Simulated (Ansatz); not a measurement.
# GaCo (Pm-3m) at temperature and pressure, part 3 of 3

How does compression alter the response of GaCo to heat?

Ansatz 0.2.0; DFT PBE, scalar-relativistic, plane waves, PAW.

So far, isothermal bulk modulus at 298 K (GPa): step 6 (phonons on strained cells, pressure 2 GPa) 173.

**8. Relaxation under pressure, pressure 10 GPa**

The study at pressure needs a start near its own equilibrium, so the cell is first relaxed to that pressure.

This step: DFT PBE, scalar-relativistic, plane waves, PAW (Ansatz 0.2.0).

input.yaml

```yaml
crystal:
  lattice:
    - [2.8818136283, 0.0, 0.0]
    - [0.0, 2.8818136283, 0.0]
    - [0.0, 0.0, 2.8818136283]
  atoms:
    - { symbol: Ga, position: [0.5, 0.5, 0.5] }
    - { symbol: Co, position: [0.0, 0.0, 0.0], spin: 0.13 }
kpoints:
  mp_grid: { grid: [16, 16, 16] }
hamiltonian:
  xc: pbe
scf:
  occupations: { method: gaussian, width: 0.15 }
  lower_state_search: "off"
output:
  forces: true
  stress: true
  eigenvalues: true
  populations: true
magnetization:
  spin_polarized: true
relax:
  adjacent_minimum: "off"
  f_tol: 0.001
  max_steps: 60
  cell: { stress_tol: 0.05, p_target: 10.0 }
```

Run with:

```console
ansatz run input.yaml --threads 8 --pin off --max-ram 16384MiB --backend cpu --events-out ev --progress --plain --runs-dir out
```

Numbers of over 12 decimals in the logs are rounded to 6 here.

Output:

```text
[...]
Crystal: 2 atoms, lattice volume = 23.933 Å³
Basis set: ecut = 420 eV, 461 PW (Γ), exchange–correlation on 40×40×40 points (8 copies of the dense FFT grid, shifted against one another)
Bands: 20, of which v1, the nominal top of the filled ones, is band 15 counted from 1 (14 counted from 0)
Symmetry: 48 space group operations
[...]
cell:  # Å, volume = 22.7577 Å³
    - [2.833845, 0, 0]
    - [0, 2.833845, 0]
    - [0, 0, 2.833845]
  atoms:
    - { symbol: Ga, position: [0.5, 0.5, 0.5] }
    - { symbol: Co, position: [0, 0, 0] }
--- Löwdin populations: 2 sites ---
  site symbol       q [e]    m [muB]
     0     Ga     13.3743     0.0000
     1     Co     16.4987    -0.0000
  spilling = 0.004234 (of n_electrons = 30.000000)
[key lines of the parts left out:]
SCF converged after 7 iterations
Magnetization: -0.0000 μB (15.0000 up, 15.0000 down)
Free energy (F): -8909.654329 eV
Fermi energy:    17.897953 eV
P = ⅓ Tr σ = 9.9987 GPa (99.987 kbar)
```

Wall time 9.4 s (8 threads of Arm Neoverse V1, shared host); peak memory 0.48 GiB; 66 s of CPU time.

Step by step:

| step | energy less that of the first step (eV) | largest force component (eV/Å) | pressure (GPa) | volume (Å³) |
| --- | --- | --- | --- | --- |
| 1 | 0.0000 | 0.0000 | 0.01 | 23.93 |
| 2 | 0.0181 | 0.0000 | 7.14 | 23.06 |
| 3 | 0.0358 | 0.0000 | 10.28 | 22.73 |
| 4 | 0.0340 | 0.0000 | 9.99 | 22.76 |
| 5* | 0.0349 | 0.0000 | 10.00 | 22.76 |

Relaxation steps marked * repeat the geometry before them on a plane-wave basis chosen anew for their cell, so energy and pressure can jump there.

Forces are held to the 48 operations that the run works with; a distortion that breaks them can't arise in this run.

| conventional cell, symmetrised | before | after | change |
| --- | --- | --- | --- |
| a (Å) | 2.882 | 2.834 | -1.7 % |
| b (Å) | 2.882 | 2.834 | -1.7 % |
| c (Å) | 2.882 | 2.834 | -1.7 % |
| volume (Å³/atom) | 11.97 | 11.38 | -4.9 % |

Final coordinates:

```
Ga Co
1.0
     2.83384    0.00000    0.00000
     0.00000    2.83384    0.00000
     0.00000    0.00000    2.83384
Ga Co
1 1
Direct
  0.50000 0.50000 0.50000
  0.00000 0.00000 0.00000
```

Numbers from this step:

| Quantity | Value |
| --- | --- |
| pressure | 9.999 GPa |
| volume per atom | 11.38 Å³/atom |

No moment survives the cycle: this start ends non-magnetic.

**9. Phonons on strained cells, pressure 10 GPa**

Thermal expansion follows from how the free energy of the vibrations (and of the electrons in a metal) changes with strain, so the program makes strained cells, their phonons and a fit in one run.

input.yaml, the sections that differ from step 8:

```yaml
crystal:
  lattice:
    - [2.8338449869, 0.0, 0.0]
    - [0.0, 2.8338449869, 0.0]
    - [0.0, 0.0, 2.8338449869]
  atoms:
    - { symbol: Ga, position: [0.5, 0.5, 0.5] }
    - { symbol: Co, position: [0.0, 0.0, 0.0] }
output:
  eigenvalues: true
phonons:
  method: dfpt
  qmesh: [4, 4, 4]
  temperatures: { t_max: 530.0, t_step: 50 }
  thermal_expansion: { pressure: 10.0 }
# kpoints, hamiltonian, scf: as in step 8
# magnetization: removed
# relax: removed
```

Output:

```text
[...]
Crystal: 2 atoms, lattice volume = 22.758 Å³
Basis set: ecut = 487.2 eV, 587 PW (Γ), exchange–correlation on 48×48×48 points (8 copies of the dense FFT grid, shifted against one another)
Bands: 19, of which v1, the nominal top of the filled ones, is band 15 counted from 1 (14 counted from 0)
Symmetry: 48 space group operations
[...]
k-points: 165 of 4096
[...]
SCF iter   1: F=—  HF=-8909.658472 eV  |F-HF|=—  |Δ(HF+E_count)|=         —  Δρ=4.14e-3  dr2=1.93e-3  ethr=1.77e-3  ⟨swp⟩=4.9  Hψ=13146  notcnv=0
[...]
SCF iter   8: F=-8909.658187 eV  HF=-8909.658187 eV  |F-HF|=0.00e0  |Δ(HF+E_count)|=  5.46e-12  Δρ=3.68e-8  dr2=1.84e-13  ethr=1.00e-12  ⟨swp⟩=5.8  Hψ=14344  notcnv=0
SCF 1 converged in 8 iterations: F = -8909.658187 eV  dr2 = 1.84e-13
[...]
relax step   1: F+E_penalty+E_count = -8909.65818694 eV  Δ(F+E_penalty+E_count) = +0.000e0 eV  max|allowed force component| = 7.165e-30 eV/Å  Δτ_max = 0.0000 Å  (8 SCF iters, accepted)
SCF converged after 8 iterations
Free energy (F): -8909.658187 eV
[...]
Internal energy: -8909.644814 eV  (E = F + TS)
E sigma→0 (E₀):  -8909.651500 eV
Entropy (-TS):   -0.013373 eV (-6.687 meV/atom)
Fermi energy:    17.896034 eV
[...]
--- Stress (GPa, compression-positive) ---
        9.983023      -0.000000       0.000000
       -0.000000       9.983023       0.000000
        0.000000       0.000000       9.983023
  P = ⅓ Tr σ = 9.9830 GPa (99.830 kbar)
--- Band table (eV; the first three rows and the last of 165) ---
  k-point 0: bands = [... 11 lower, 15.1579, 17.1118, 17.1118, 17.1118, 23.2283, 23.2283, 23.2283, 29.1693]
  k-point 1: bands = [... 11 lower, 15.1661, 17.0569, 17.0569, 17.1119, 22.6334, 23.3672, 23.3672, 29.1799]
  k-point 2: bands = [... 11 lower, 15.1898, 16.9089, 16.9089, 17.1121, 21.3665, 23.7671, 23.7671, 29.2117]
  k-point 164: bands = [... 11 lower, 13.5271, 17.6816, 17.6816, 18.8405, 21.7859, 21.7859, 21.7859, 22.8887]
── thermal expansion: 3 new cells, 3 in all ──
thermal expansion: relaxation of cell 2
thermal expansion: relaxation of cell 3
── thermal expansion: 2 new cells, 5 in all ──
thermal expansion: relaxation of cell 4
thermal expansion: electrons of cell 4
thermal expansion: phonons of cell 4
[...]
thermal expansion: relaxation of cell 5
thermal expansion: electrons of cell 1
thermal expansion: electrons of cell 2
thermal expansion: electrons of cell 3
thermal expansion: electrons of cell 5
thermal expansion: phonons of cell 5
[...]
── thermal expansion: 5 new cells, 10 in all ──
thermal expansion: relaxation of cell 6
thermal expansion: relaxation of cell 7
thermal expansion: relaxation of cell 8
thermal expansion: relaxation of cell 9
thermal expansion: relaxation of cell 10
thermal expansion: electrons of cell 6
thermal expansion: electrons of cell 7
thermal expansion: electrons of cell 8
thermal expansion: electrons of cell 9
thermal expansion: electrons of cell 10
thermal expansion: phonons of cell 6
[...]
thermal expansion: phonons of cell 7
[...]
WARN: thermal expansion: eigensolver_not_converged in the phonons of 4 cells: 4, 5, 6, 7
--- Relaxed structure (1 steps of the walk, 1 accepted, 0 SCFs on fresh bases) ---
  F+E_penalty+E_count = -8909.65818694 eV   max|allowed force component| = 7.165e-30 eV/Å
  atoms:
    - { symbol: Ga, position: [0.5, 0.5, 0.5] }
    - { symbol: Co, position: [0.0, 0.0, 0.0] }
--- Thermal expansion: 10 cells in 3 rounds, 10 GPa ---
  no lower state was looked for at cell 4: scf.lower_state_search: off
  without vibrations: a 2.83341, b 2.83341, c 2.83341 Å, V 22.7471 Å³, B 222.89 GPa
  at 0 K: a 2.83799, b 2.83799, c 2.83799 Å, V 22.8576 Å³, B 219.70 GPa
  zero-point expansion: a +0.162, b +0.162, c +0.162, V +0.486 %
[...]
0.00    2.83799    2.83799    2.83799    22.8576 |    0.00    0.00    0.00    0.00 |   20.33 |     0.000     0.000 |   219.70   219.70
    50.00    2.83804    2.83804    2.83804    22.8590 |    1.66    1.66    1.66    4.98 |   24.17 |     8.077     8.073 |   219.55   219.65
   100.00    2.83859    2.83859    2.83859    22.8722 |    5.82    5.82    5.82   17.47 |   27.38 |    26.888    26.796 |   218.49   219.24
   150.00    2.83961    2.83961    2.83961    22.8968 |    8.25    8.25    8.25   24.76 |   29.40 |    37.466    37.192 |   216.89   218.50
   200.00    2.84088    2.84088    2.84088    22.9276 |    9.54    9.54    9.54   28.63 |   30.73 |    42.899    42.412 |   215.11   217.57
   250.00    2.84229    2.84229    2.84229    22.9619 |   10.31   10.31   10.31   30.93 |   31.70 |    45.991    45.286 |   213.24   216.56
   298.15    2.84374    2.84374    2.84374    22.9970 |   10.81   10.81   10.81   32.43 |       - |    47.889    46.971 |   211.39   215.52
   300.00    2.84380    2.84380    2.84380    22.9983 |   10.83   10.83   10.83   32.48 |   32.45 |    47.948    47.023 |   211.32   215.48
   350.00    2.84537    2.84537    2.84537    23.0364 |   11.20   11.20   11.20   33.61 |   33.08 |    49.304    48.155 |   209.36   214.36
   400.00    2.84698    2.84698    2.84698    23.0757 |   11.51   11.51   11.51   34.53 |   33.61 |    50.316    48.942 |   207.38   213.20
   450.00    2.84864    2.84864    2.84864    23.1160 |   11.77   11.77   11.77   35.31 |   34.10 |    51.121    49.518 |   205.37   212.03
   500.00    2.85033    2.85033    2.85033    23.1573 |   12.00   12.00   12.00   36.00 |   34.54 |    51.797    49.959 |   203.34   210.82
[...]
vibrations' free energy: its fit passes through its cells
[...]
free energies summed between the sampled wave vectors
[...]
eigensolver_not_converged in the phonons of 4 cells: 4, 5, 6, 7
```

It took 32 min on 8 threads; peak memory 3.5 GiB; 3.9 h of CPU time.

Numbers from this step:

| Quantity | Value |
| --- | --- |
| pressure | 9.983 GPa |
| volume expansion coefficient at 298 K | 32.43 1e-6/K |
| C_P at 298 K | 23.94 J/mol-atom/K |
| entropy at 298 K | 28.7 J/mol-atom/K |
| isothermal bulk modulus at 298 K | 211.4 GPa |
| Grüneisen parameter at 298 K | 2.021 |
| volume at 298 K | 11.50 Å³/atom |
| principal linear expansion coefficients at 298 K | 10.81, 10.81, 10.81 1e-6/K |

Strained cells of the study; zero-point energy where phonons were solved; the pressures are stresses at a fixed cutoff and can carry an offset from the finite basis. Expansion cells, by row:

| cell | \|a\| (Å) | \|b\| (Å) | \|c\| (Å) | V (Å³/atom) | E - E_lowest (meV/atom) | pressure, compression positive (GPa) | gap (eV) | zero-point energy (meV/atom) |
| --- | --- | --- | --- | --- | --- | --- | --- | --- |
| 1 | 2.834 | 2.834 | 2.834 | 11.38 | 16.01 | 9.889 | - | - |
| 2 | 2.857 | 2.857 | 2.857 | 11.65 | 3.28 | 4.852 | - | - |
| 3 | 2.811 | 2.811 | 2.811 | 11.11 | 37.36 | 15.49 | - | - |
| 4 | 2.834 | 2.834 | 2.834 | 11.38 | 15.89 | 9.852 | - | 37.55 |
| 5 | 2.848 | 2.848 | 2.848 | 11.55 | 6.987 | 6.638 | - | 36.41 |
| 6 | 2.841 | 2.841 | 2.841 | 11.47 | 10.77 | 8.124 | - | 36.94 |
| 7 | 2.857 | 2.857 | 2.857 | 11.65 | 3.275 | 4.849 | - | 35.74 |
| 8 | 2.806 | 2.806 | 2.806 | 11.05 | 43.97 | 16.95 | - | - |
| 9 | 2.82 | 2.82 | 2.82 | 11.21 | 28.17 | 13.29 | - | - |
| 10 | 2.868 | 2.868 | 2.868 | 11.79 | 0 | 2.543 | - | - |

Quasi-harmonic; a, b, c are the run's own cell vectors. Expansion, by row:

| T (K) | a (Å) | b (Å) | c (Å) | alpha (deg) | beta (deg) | gamma (deg) | cell volume (Å³/cell) | alpha_a (1e-6/K) | alpha_b (1e-6/K) | alpha_c (1e-6/K) | alpha_V (1e-6/K) | C_P (J/mol-atom/K) | C_V (J/mol-atom/K) | S (J/mol-atom/K) | B_T (GPa) | B_S (GPa) | Grueneisen | extrapolation | fit error (1e-6/K) |
| --- | --- | --- | --- | --- | --- | --- | --- | --- | --- | --- | --- | --- | --- | --- | --- | --- | --- | --- | --- |
| 0 | 2.838 | 2.838 | 2.838 | 90 | 90 | 90 | 22.86 | 0 | 0 | 0 | 0 | 0 | 0 | 0 | 219.7 | 219.7 | - | 0 | 0 |
| 50 | 2.838 | 2.838 | 2.838 | 90 | 90 | 90 | 22.86 | 1.66 | 1.66 | 1.66 | 4.98 | 4.039 | 4.037 | 1.359 | 219.6 | 219.7 | 1.866 | 0 | 0 |
| 100 | 2.839 | 2.839 | 2.839 | 90 | 90 | 90 | 22.87 | 5.82 | 5.82 | 5.82 | 17.47 | 13.44 | 13.4 | 7.22 | 218.5 | 219.2 | 1.963 | 0 | 0 |
| 150 | 2.84 | 2.84 | 2.84 | 90 | 90 | 90 | 22.9 | 8.25 | 8.25 | 8.25 | 24.76 | 18.73 | 18.6 | 13.79 | 216.9 | 218.5 | 1.991 | 0 | 0.01 |
| 200 | 2.841 | 2.841 | 2.841 | 90 | 90 | 90 | 22.93 | 9.54 | 9.54 | 9.54 | 28.63 | 21.45 | 21.21 | 19.6 | 215.1 | 217.6 | 2.005 | 0 | 0.01 |
| 250 | 2.842 | 2.842 | 2.842 | 90 | 90 | 90 | 22.96 | 10.31 | 10.31 | 10.31 | 30.93 | 23 | 22.64 | 24.56 | 213.2 | 216.6 | 2.014 | 0 | 0.01 |
| 298.1 | 2.844 | 2.844 | 2.844 | 90 | 90 | 90 | 23 | 10.81 | 10.81 | 10.81 | 32.43 | 23.94 | 23.49 | 28.7 | 211.4 | 215.5 | 2.021 | 0 | 0.01 |
| 300 | 2.844 | 2.844 | 2.844 | 90 | 90 | 90 | 23 | 10.83 | 10.83 | 10.83 | 32.48 | 23.97 | 23.51 | 28.85 | 211.3 | 215.5 | 2.021 | 0 | 0.01 |
| 350 | 2.845 | 2.845 | 2.845 | 90 | 90 | 90 | 23.04 | 11.2 | 11.2 | 11.2 | 33.61 | 24.65 | 24.08 | 32.6 | 209.4 | 214.4 | 2.027 | 0 | 0.01 |
| 400 | 2.847 | 2.847 | 2.847 | 90 | 90 | 90 | 23.08 | 11.51 | 11.51 | 11.51 | 34.53 | 25.16 | 24.47 | 35.92 | 207.4 | 213.2 | 2.033 | 0 | 0.01 |
| 450 | 2.849 | 2.849 | 2.849 | 90 | 90 | 90 | 23.12 | 11.77 | 11.77 | 11.77 | 35.31 | 25.56 | 24.76 | 38.91 | 205.4 | 212 | 2.038 | 0 | 0.01 |
| 500 | 2.85 | 2.85 | 2.85 | 90 | 90 | 90 | 23.16 | 12 | 12 | 12 | 36 | 25.9 | 24.98 | 41.62 | 203.3 | 210.8 | 2.044 | 0 | 0.03 |

Table of expansion coefficient by temperature; values in 1e-6/K:

| temperature (K) | volume | principal 1 |
| --- | --- | --- |
| 0 | 0 | 0 |
| 50 | 4.98 | 1.66 |
| 100 | 17.5 | 5.82 |
| 150 | 24.8 | 8.25 |
| 200 | 28.6 | 9.54 |
| 250 | 30.9 | 10.3 |
| 298 | 32.4 | 10.8 |
| 300 | 32.5 | 10.8 |
| 350 | 33.6 | 11.2 |
| 400 | 34.5 | 11.5 |
| 450 | 35.3 | 11.8 |
| 500 | 36 | 12 |

Changing the pressure (2 → 10 GPa) takes the volume expansion at 298 K from 41.6 to 32.4 × 10⁻⁶/K and B_T from 173 to 211 GPa.

**10. Results**

```
settings of these figures                        : PBE, 487.2 eV, k 16×16×16, q 4×4×4, 2 GPa
volume expansion coefficient at 298 K            : 41.60 1e-6/K
C_P at 298 K                                     : 24.47 J/mol-atom/K
entropy at 298 K                                 : 30.77 J/mol-atom/K
isothermal bulk modulus at 298 K                 : 173.2 GPa
Grüneisen parameter at 298 K                     : 2.183
volume at 298 K                                  : 11.99 Å³/atom
principal linear expansion coefficients at 298 K : 13.87, 13.87, 13.87 1e-6/K
```

Near room temperature and at 2 GPa GaCo expands by 41.6 × 10⁻⁶/K in volume by PBE, with C_P = 24.5 J/(mol K) per mole of atoms and B_T = 173 GPa. C_P at room temperature is 98 % of the classical 3R an atom; C_V is 96 %, and the rest is expansion work. In this metal the study includes the electrons' free energy, which adds a term that grows with temperature, so the heat capacities need not level off at 3R. The log notes that a few bands missed the eigensolver's threshold in the phonon runs. Going from 2 to 10 GPa changes the volume expansion at 298 K from 41.6 to 32.4 × 10⁻⁶/K; since α = γC_V/(B V), it follows the bulk modulus (173 → 211 GPa) and the Grüneisen parameter (2.2 → 2.0). The run has no spin polarisation although the cell holds an element with an open d or f shell; a magnetic state could change the volume and the force constants.

[Logs are printed without paths, hosts, clocks, repeated set-up lines and the standing remarks that a program may print on its own settings, such as how far it seeks lower states.]

[Hosts, paths, dates, database ids (printed as entryN), source tags and the programs' standing remarks are cut or masked in the printed files.]

[A step with changed settings may run another functional than the one named; its input shows which.]
